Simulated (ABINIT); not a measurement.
# SiPbS3 (Pm-3m): zone-centre phonons

Which modes does SiPbS3 (Pm-3m) have at the zone centre?

Program: ABINIT 10.8.3. Level of theory: DFT LDA, scalar-relativistic, plane waves, HGH norm-conserving pseudopotentials. Results are calculated unless marked as measured.

The structure was built from a prototype and need not be the compound's stable phase.

### 1. The starting structure

The structure is cubic, space group Pm-3m (No. 221). Conventional cell: a = 4.390 Å, b = 4.390 Å, c = 4.390 Å, α = 90.00°, β = 90.00°, γ = 90.00°. Pb has 12 S at 3.10 Å nearest. Nearest to Si lie 6 S at 2.20 Å. Nearest to S lie 2 Si at 2.20 Å and 4 Pb at 3.10 Å. Farther neighbours and most contacts between anions are not listed.

### 2. A probe with smearing

A first run with smearing and empty bands tells whether the crystal has a gap, which decides between fixed occupations and smearing later on.

probe.abi

```
# ground state
tolvrs 1.0d-08
prtden 1
prtwf 1

# basis, mesh and filling
ecut 24.0
ixc 7
ngkpt 4 4 4
nshiftk 1
shiftk 0.0 0.0 0.0
istwfk *1
occopt 7
tsmear 0.005
nband 20
nstep 100
diemac 9.0
prtebands 0
prtgsr 0

# cell and atoms
acell 3*1.0 Angstrom
rprim 
    4.3904 0.0 0.0
    0.0 4.3904 0.0
    0.0 0.0 4.3904
ntypat 3
znucl 82 14 16
natom 5
typat 1 2 3 3 3
xred 
    0.0 0.0 0.0
    0.5 0.5 0.5
    0.5 0.5 0.0
    0.5 0.0 0.5
    0.0 0.5 0.5
pp_dirpath "./pseudo"
pseudos "Pb.hgh, Si.hgh, S.hgh"
```

Launch:

```console
$ OMP_NUM_THREADS=1 mpirun -n 4 abinit probe.abi > probe.log
```

Numbers of over 12 decimals in the logs are rounded to 6 here.

probe.abo, the main output file:

```text
[banners, grids, parts of the stress and lines that vanish by symmetry left out]
- input  file    -> probe.abi
- output file    -> probe.abo
- root for input  files -> probei
[...]
Symmetries : space group Pm -3 m (#221); Bravais cP (primitive cubic)
[...]
mpw =        3221          nfft =       64000          nkpt =          10
[...]
== DATASET  1 ==================================================================
[...]
cutoff_energies: {ecut:  24.0, pawecutdg:  -1.0, }
[...]
Exchange-correlation functional for the present dataset will be:
  LDA: Perdew-Wang 92 LSD fit to Ceperley-Alder data - ixc=7
[...]
ETOT  1  -38.186526584710    -3.819E+01 2.154E-02 6.728E+02
 ETOT  2  -38.347384607808    -1.609E-01 2.389E-03 8.714E+01
 ETOT  3  -38.378941208319    -3.156E-02 6.201E-04 6.240E-01
 ETOT  4  -38.379095052600    -1.538E-04 2.845E-04 5.805E-03
 ETOT  5  -38.379095937778    -8.852E-07 1.849E-04 1.214E-03
 ETOT  6  -38.379096120532    -1.828E-07 2.840E-04 5.568E-06
 ETOT  7  -38.379096121264    -7.316E-10 1.172E-04 8.862E-08
 ETOT  8  -38.379096121277    -1.274E-11 2.693E-04 3.411E-10
 At SCF step    8       vres2   =  3.41E-10 < tolvrs=  1.00E-08 =>converged.
[...]
sigma(1 1)= -2.84002371E-04  sigma(3 2)=  0.00000000E+00
  sigma(2 2)= -2.84002371E-04  sigma(3 1)=  0.00000000E+00
  sigma(3 3)= -2.84002371E-04  sigma(2 1)=  0.00000000E+00
[...]
convergence: {deltae: -1.274E-11, res2:  3.411E-10, residm:  2.693E-04, diffor: null, }
etotal    :  -3.83790961E+01
[...]
sigma(1 1)= -2.84002371E-04  sigma(3 2)=  0.00000000E+00
  sigma(2 2)= -2.84002371E-04  sigma(3 1)=  0.00000000E+00
  sigma(3 3)= -2.84002371E-04  sigma(2 1)=  0.00000000E+00
[...]
- sigma(1 1)= -8.35563825E+00  sigma(3 2)=  0.00000000E+00
- sigma(2 2)= -8.35563825E+00  sigma(3 1)=  0.00000000E+00
- sigma(3 3)= -8.35563825E+00  sigma(2 1)=  0.00000000E+00
[...]
fcart     -0.0000000000E+00 -0.0000000000E+00 -0.0000000000E+00
           strten     -2.8400237147E-04 -2.8400237147E-04 -2.8400237147E-04
================================================================================

[key lines of the parts left out:]
pressure_GPa:   8.3556E+00
```

Run time: 9.9 s. Hardware: 4 MPI ranks of Arm Neoverse N1, shared host; 39 s of CPU time.

This step gave:

```
volume per atom   : 16.93 Å³
pressure          : 8.356 GPa
gap on the k-mesh : 0 eV
```

No gap opens on this mesh, so smearing is kept; the printed pressure holds the stress of the finite basis too.

### 3. Rough relaxation

The typed start is rough, so a first relaxation with smearing and loose thresholds takes it towards rest cheaply.

prerelax.abi

```
# relaxation
ionmov 2
optcell 2
dilatmx 1.15
chkdilatmx 0
ntime 40
tolmxf 3.0d-04
tolvrs 1.0d-10
prtwf 0
prtden 0
chksymtnons 0

# basis, mesh and filling
ecut 25.0
ecutsm 3.0
ixc 7
ngkpt 4 4 4
nshiftk 1
shiftk 0.0 0.0 0.0
istwfk *1
occopt 7
tsmear 0.005
nband 20
nstep 100
diemac 1000000.0
prtebands 0
prtgsr 0

# cell and atoms
acell 3*1.0 Angstrom
rprim 
    4.3904 0.0 0.0
    0.0 4.3904 0.0
    0.0 0.0 4.3904
ntypat 3
znucl 82 14 16
natom 5
typat 1 2 3 3 3
xred 
    0.0 0.0 0.0
    0.5 0.5 0.5
    0.5 0.5 0.0
    0.5 0.0 0.5
    0.0 0.5 0.5
pp_dirpath "./pseudo"
pseudos "Pb.hgh, Si.hgh, S.hgh"
```

Launch:

```console
$ OMP_NUM_THREADS=1 mpirun -n 4 abinit prerelax.abi > prerelax.log
```

prerelax.abo, the main output file:

```text
[banners, grids, parts of the stress and lines that vanish by symmetry left out]
- input  file    -> prerelax.abi
- output file    -> prerelax.abo
- root for input  files -> prerelaxi
[...]
Symmetries : space group Pm -3 m (#221); Bravais cP (primitive cubic)
[...]
mpw =        5232          nfft =       91125          nkpt =          10
[...]
== DATASET  1 ==================================================================
[...]
cutoff_energies: {ecut:  25.0, pawecutdg:  -1.0, }
[...]
Exchange-correlation functional for the present dataset will be:
  LDA: Perdew-Wang 92 LSD fit to Ceperley-Alder data - ixc=7
[...]
ETOT  1  -38.183223824284    -3.818E+01 2.089E-02 9.642E+02
 ETOT  2  -38.355940088798    -1.727E-01 1.088E-02 9.306E+01
 ETOT  3  -38.378409801423    -2.247E-02 7.594E-04 2.003E+00
 ETOT  4  -38.378635452163    -2.257E-04 2.445E-04 2.746E-02
[...]
ETOT  7  -38.386150393226     4.334E-13 7.378E-12 2.762E-11
 At SCF step    7       vres2   =  2.76E-11 < tolvrs=  1.00E-10 =>converged.
[...]
sigma(1 1)= -1.96370087E-06  sigma(3 2)=  0.00000000E+00
  sigma(2 2)= -1.96370087E-06  sigma(3 1)=  0.00000000E+00
  sigma(3 3)= -1.96370087E-06  sigma(2 1)=  0.00000000E+00
[...]
convergence: {deltae:  4.334E-13, res2:  2.762E-11, residm:  7.378E-12, diffor: null, }
etotal    :  -3.83861504E+01
[...]
At Broyd/MD step   4, gradients are converged :
[...]
sigma(1 1)= -1.96370087E-06  sigma(3 2)=  0.00000000E+00
  sigma(2 2)= -1.96370087E-06  sigma(3 1)=  0.00000000E+00
  sigma(3 3)= -1.96370087E-06  sigma(2 1)=  0.00000000E+00
[...]
- sigma(1 1)= -5.77740741E-02  sigma(3 2)=  0.00000000E+00
- sigma(2 2)= -5.77740741E-02  sigma(3 1)=  0.00000000E+00
- sigma(3 3)= -5.77740741E-02  sigma(2 1)=  0.00000000E+00
[...]
fcart     -0.0000000000E+00 -0.0000000000E+00 -0.0000000000E+00
           strten     -1.9637008657E-06 -1.9637008657E-06 -1.9637008657E-06
================================================================================

[key lines of the parts left out:]
pressure_GPa:   5.7774E-02
Total energy (etotal) [Ha]= -3.83861503932257E+01
```

Wall time 61 s (4 MPI ranks); 4.1 min of CPU time.

Relaxation path:

```csv
step,energy less that of the first step (eV),largest force (eV/Å),volume (Å³)
1,0.0000,0.0000,84.63
2,-0.1125,0.0000,87.03
3,-0.2032,0.0000,91.72
4,-0.2044,0.0000,92.30
```

```csv
"conventional cell, symmetrised",before,after,change
a (Å),4.390,4.519,+2.9 %
b (Å),4.390,4.519,+2.9 %
c (Å),4.390,4.519,+2.9 %
volume (Å³/atom),16.93,18.46,+9.1 %
```

Final coordinates:

```xyz
5
Lattice="4.5193 0.0000 0.0000 0.0000 4.5193 0.0000 0.0000 0.0000 4.5193" Properties=species:S:1:pos:R:3 pbc="T T T"
Pb    0.0000    0.0000    0.0000
Si    2.2597    2.2597    2.2597
S     2.2597    2.2597    0.0000
S     2.2597    0.0000    2.2597
S     0.0000    2.2597    2.2597
```

Read from the output:

```yaml
volume_per_atom: 18.46 Å³
pressure: 0.05777 GPa
```

The volume changes by +9.1 % in this run and stands +9.1 % from the first cell.

### 4. Relaxation

The harmonic expansion needs vanishing forces, and a free crystal bears no stress, so cell and atoms are brought to rest. Stress is more sensitive to the basis than forces are: the last 3 Ha under the cutoff are smoothed with ecutsm, and the cutoff is raised above that of the later runs.

relax.abi

```
# relaxation
ionmov 2
optcell 2
dilatmx 1.08
ntime 40
tolmxf 1.0d-05
tolvrs 1.0d-14
prtwf 0
prtden 0
chksymtnons 0

# basis, mesh and filling
ecut 31.0
ecutsm 3.0
ixc 7
ngkpt 6 6 6
nshiftk 1
shiftk 0.0 0.0 0.0
istwfk *1
occopt 7
tsmear 0.01
nband 20
nstep 100
diemac 1000000.0
prtebands 0
prtgsr 0

# cell and atoms
acell 3*1.0 Angstrom
rprim 
    4.519304601 0.0 0.0
    0.0 4.519304601 0.0
    0.0 0.0 4.519304601
ntypat 3
znucl 82 14 16
natom 5
typat 1 2 3 3 3
xred 
    0.0 0.0 0.0
    0.5 0.5 0.5
    0.5 0.5 0.0
    0.5 0.0 0.5
    0.0 0.5 0.5
pp_dirpath "./pseudo"
pseudos "Pb.hgh, Si.hgh, S.hgh"
```

Launch:

```console
$ OMP_NUM_THREADS=1 mpirun -n 4 abinit relax.abi > relax.log
```

relax.abo, the main output file:

```text
[banners, grids, parts of the stress and lines that vanish by symmetry left out]
- input  file    -> relax.abi
- output file    -> relax.abo
- root for input  files -> relaxi
[...]
Symmetries : space group Pm -3 m (#221); Bravais cP (primitive cubic)
[...]
mpw =        6499          nfft =      110592          nkpt =          20
[...]
== DATASET  1 ==================================================================
[...]
cutoff_energies: {ecut:  31.0, pawecutdg:  -1.0, }
[...]
Exchange-correlation functional for the present dataset will be:
  LDA: Perdew-Wang 92 LSD fit to Ceperley-Alder data - ixc=7
[...]
ETOT  1  -38.176504845685    -3.818E+01 3.614E-02 1.156E+03
 ETOT  2  -38.339135261089    -1.626E-01 1.393E-02 2.092E+02
 ETOT  3  -38.384120128560    -4.498E-02 2.677E-03 1.351E+01
 ETOT  4  -38.386557949220    -2.438E-03 3.075E-04 1.225E-01
 ETOT  5  -38.386585526279    -2.758E-05 1.404E-04 9.442E-03
[...]
At SCF step   11       vres2   =  3.27E-15 < tolvrs=  1.00E-14 =>converged.
[...]
sigma(1 1)= -3.80135549E-05  sigma(3 2)=  0.00000000E+00
  sigma(2 2)= -3.80135549E-05  sigma(3 1)=  0.00000000E+00
  sigma(3 3)= -3.80135549E-05  sigma(2 1)=  0.00000000E+00
[...]
convergence: {deltae:  7.319E-13, res2:  3.267E-15, residm:  6.721E-06, diffor: null, }
etotal    :  -3.83865869E+01
[...]
ETOT  1  -38.386568751876    -3.839E+01 4.055E-05 8.861E-01
[...]
At SCF step    9       vres2   =  1.03E-15 < tolvrs=  1.00E-14 =>converged.
[...]
sigma(1 1)= -2.80050396E-05  sigma(3 2)=  0.00000000E+00
  sigma(2 2)= -2.80050396E-05  sigma(3 1)=  0.00000000E+00
  sigma(3 3)= -2.80050396E-05  sigma(2 1)=  0.00000000E+00
[...]
convergence: {deltae: -8.171E-13, res2:  1.034E-15, residm:  1.264E-07, diffor: null, }
etotal    :  -3.83866573E+01
[...]
ETOT  1  -38.386006328911    -3.839E+01 5.944E-06 7.262E+00
[...]
At SCF step   10       vres2   =  2.00E-16 < tolvrs=  1.00E-14 =>converged.
[...]
sigma(1 1)= -3.83547073E-07  sigma(3 2)=  0.00000000E+00
  sigma(2 2)= -3.83547073E-07  sigma(3 1)=  0.00000000E+00
  sigma(3 3)= -3.83547073E-07  sigma(2 1)=  0.00000000E+00
[...]
convergence: {deltae:  1.116E-12, res2:  1.998E-16, residm:  6.094E-11, diffor: null, }
etotal    :  -3.83867428E+01
[...]
ETOT  1  -38.386742713685    -3.839E+01 3.814E-08 1.376E-03
[...]
ETOT  7  -38.386742851705    -1.286E-12 6.569E-13 4.492E-14
 ETOT  8  -38.386742851705    -5.826E-13 8.036E-14 3.303E-16
 At SCF step    8       vres2   =  3.30E-16 < tolvrs=  1.00E-14 =>converged.
[...]
sigma(1 1)= -3.96562536E-09  sigma(3 2)=  0.00000000E+00
  sigma(2 2)= -3.96562536E-09  sigma(3 1)=  0.00000000E+00
  sigma(3 3)= -3.96562536E-09  sigma(2 1)=  0.00000000E+00
[...]
convergence: {deltae: -5.826E-13, res2:  3.303E-16, residm:  8.036E-14, diffor: null, }
etotal    :  -3.83867429E+01
[...]
At Broyd/MD step   4, gradients are converged :
[...]
sigma(1 1)= -3.96562536E-09  sigma(3 2)=  0.00000000E+00
  sigma(2 2)= -3.96562536E-09  sigma(3 1)=  0.00000000E+00
  sigma(3 3)= -3.96562536E-09  sigma(2 1)=  0.00000000E+00
[...]
- sigma(1 1)= -1.16672726E-04  sigma(3 2)=  0.00000000E+00
- sigma(2 2)= -1.16672726E-04  sigma(3 1)=  0.00000000E+00
- sigma(3 3)= -1.16672726E-04  sigma(2 1)=  0.00000000E+00
[...]
fcart     -0.0000000000E+00 -0.0000000000E+00 -0.0000000000E+00
           strten     -3.9656253609E-09 -3.9656253609E-09 -3.9656253607E-09
================================================================================

[key lines of the parts left out:]
pressure_GPa:   1.1667E-04
Total energy (etotal) [Ha]= -3.83867428517054E+01
```

Elapsed: 2 min, on 4 MPI ranks.

The steps of the relaxation:

```csv
step,energy less that of the first step (eV),largest force (eV/Å),volume (Å³)
1,0.0000,0.0000,92.30
2,-0.0019,0.0000,92.62
3,-0.0042,0.0000,93.52
4,-0.0042,0.0000,93.53
```

```csv
"conventional cell, symmetrised",before,after,change
a (Å),4.519,4.539,+0.4 %
b (Å),4.519,4.539,+0.4 %
c (Å),4.519,4.539,+0.4 %
volume (Å³/atom),18.46,18.71,+1.3 %
```

The relaxed structure:

```xyz
5
Lattice="4.5393 0.0000 0.0000 0.0000 4.5393 0.0000 0.0000 0.0000 4.5393" Properties=species:S:1:pos:R:3 pbc="T T T"
Pb    0.0000    0.0000    0.0000
Si    2.2696    2.2696    2.2696
S     2.2696    2.2696    0.0000
S     2.2696    0.0000    2.2696
S     0.0000    2.2696    2.2696
```

This step gave:

| Property | Result |
| --- | --- |
| volume per atom | 18.71 Å³ |
| pressure | 1.17e-4 GPa |

The volume changes by +1.3 % in this run and stands +10.5 % from the first cell.

### 5. Ground state

The response is built on these wavefunctions, so the potential is converged far more tightly than an energy would need. Smearing stays on, as the first look found no gap above 0.3 eV.

gs.abi

```
# ground state
tolvrs 1.0d-16
prtden 1
prtwf 1

# basis, mesh and filling
ecut 24.0
ixc 7
ngkpt 6 6 6
nshiftk 1
shiftk 0.0 0.0 0.0
istwfk *1
occopt 7
tsmear 0.01
nband 20
nstep 100
diemac 1000000.0
prtebands 0
prtgsr 0

# cell and atoms
acell 3*1.0 Angstrom
rprim 
    4.53927383 0.0 0.0
    0.0 4.53927383 0.0
    0.0 0.0 4.53927383
ntypat 3
znucl 82 14 16
natom 5
typat 1 2 3 3 3
xred 
    0.0 0.0 0.0
    0.5 0.5 0.5
    0.5 0.5 0.0
    0.5 0.0 0.5
    0.0 0.5 0.5
pp_dirpath "./pseudo"
pseudos "Pb.hgh, Si.hgh, S.hgh"
```

Launch:

```console
$ OMP_NUM_THREADS=1 mpirun -n 4 abinit gs.abi > gs.log
```

gs.abo, the main output file:

```text
[banners, grids, parts of the stress and lines that vanish by symmetry left out]
- input  file    -> gs.abi
- output file    -> gs.abo
- root for input  files -> gsi
[...]
Symmetries : space group Pm -3 m (#221); Bravais cP (primitive cubic)
[...]
mpw =        3596          nfft =       64000          nkpt =          20
[...]
== DATASET  1 ==================================================================
[...]
cutoff_energies: {ecut:  24.0, pawecutdg:  -1.0, }
[...]
Exchange-correlation functional for the present dataset will be:
  LDA: Perdew-Wang 92 LSD fit to Ceperley-Alder data - ixc=7
[...]
ETOT  1  -38.177871781791    -3.818E+01 2.401E-02 6.672E+02
 ETOT  2  -38.334665293467    -1.568E-01 4.122E-03 1.244E+02
 ETOT  3  -38.381138412171    -4.647E-02 7.461E-04 7.997E+00
 ETOT  4  -38.383642016839    -2.504E-03 2.766E-04 8.061E-02
 ETOT  5  -38.383673569969    -3.155E-05 3.988E-05 6.044E-03
[...]
ETOT 11  -38.383675075440    -1.492E-12 5.884E-06 2.622E-15
 ETOT 12  -38.383675075438     1.705E-12 5.083E-06 4.308E-17
 At SCF step   12       vres2   =  4.31E-17 < tolvrs=  1.00E-16 =>converged.
[...]
sigma(1 1)=  2.13892502E-05  sigma(3 2)=  0.00000000E+00
  sigma(2 2)=  2.13892502E-05  sigma(3 1)=  0.00000000E+00
  sigma(3 3)=  2.13892502E-05  sigma(2 1)=  0.00000000E+00
[...]
convergence: {deltae:  1.705E-12, res2:  4.308E-17, residm:  5.083E-06, diffor: null, }
etotal    :  -3.83836751E+01
[...]
sigma(1 1)=  2.13892502E-05  sigma(3 2)=  0.00000000E+00
  sigma(2 2)=  2.13892502E-05  sigma(3 1)=  0.00000000E+00
  sigma(3 3)=  2.13892502E-05  sigma(2 1)=  0.00000000E+00
[...]
- sigma(1 1)=  6.29293467E-01  sigma(3 2)=  0.00000000E+00
- sigma(2 2)=  6.29293467E-01  sigma(3 1)=  0.00000000E+00
- sigma(3 3)=  6.29293467E-01  sigma(2 1)=  0.00000000E+00
[...]
fcart     -0.0000000000E+00 -0.0000000000E+00 -0.0000000000E+00
           strten      2.1389250202E-05  2.1389250202E-05  2.1389250202E-05
================================================================================

[key lines of the parts left out:]
pressure_GPa:  -6.2929E-01
```

Elapsed: 23 s, on 4 MPI ranks.

Numbers from this step:

* pressure: -0.6293 GPa

The cell stands at -0.63 GPa: the relaxation ran with a smoothed and higher cutoff, and the difference is a stress of the finite basis.

(Continued in part 2 of 3.)

[Host names and launcher messages were left out of these logs when they were recorded.]

[Logs are printed without paths, hosts, clocks, repeated set-up lines and the standing remarks that a program may print on its own settings, such as how far it seeks lower states.]

[Hosts, paths, dates, database ids (printed as entryN), source tags and the programs' standing remarks are cut or masked in the printed files.]
